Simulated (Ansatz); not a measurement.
The compound is KNiF3 (cubic perovskite) (Pm-3m).

It takes space group Pm-3m (No. 221, cubic). Conventional cell: a = 3.875 Å, b = 3.875 Å, c = 3.875 Å, α = 90.00°, β = 90.00°, γ = 90.00°. Nearest to K lie 12 F at 2.74 Å. Nearest to Ni lie 6 F at 1.94 Å. F has 2 Ni at 1.94 Å and 4 K at 2.74 Å nearest. Farther neighbours and most contacts between anions are not listed.

```
K Ni F
1.0
     0.00000   -3.87497    0.00000
     0.00000    0.00000    3.87497
    -3.87497    0.00000    0.00000
K Ni F
1 1 3
Direct
  0.00000 0.00000 0.00000
  0.50000 0.50000 0.50000
  0.50000 0.50000 0.00000
  0.50000 0.00000 0.50000
  0.00000 0.50000 0.50000
```

The structure was relaxed with LDA. The structure type comes from a generator and need not be one that this composition takes. The structure was generated from a model, not taken from a measurement. The runs that relaxed it are not among those shown. The program's search for lower electronic states was switched off, so nothing shows that the state found is the lowest. PAW set soft_2, made with PBE.

A constrained-RPA run (Ansatz 0.2.0; non-magnetic LDA; Ni d + anion p, bands v13 to c1, 4×4×4 mesh, medium accuracy) builds 14 functions on bands 10 eV wide, with 26.0 electrons in the window. The bare on-site interaction is 26.7 eV and the bare J 0.93 eV.

What U and J survive the screening?

On the Ni d shell, U = 11.30 eV (42 % of the bare value), U′ = 9.74 eV, J = 0.79 eV.

The parent state is non-magnetic and the interaction static (zero frequency); U depends on the window and the orbitals, so it belongs to this model alone. A window that holds the anion p bands defines a model with explicit ligands; its U belongs to that model and is not the U of DFT+U.

[Paths, hosts, dates, memory and timing lines, banners, echoed tables and standing remarks are left out of the program output.]

[Logs are printed without paths, hosts, clocks, repeated set-up lines and the standing remarks that a program may print on its own settings, such as how far it seeks lower states.]

[Runs of the session that timed out or met a known fault of the program may be left out.]

[Hosts, paths, dates, database ids (printed as entryN), source tags and the programs' standing remarks are cut or masked in the printed files.]
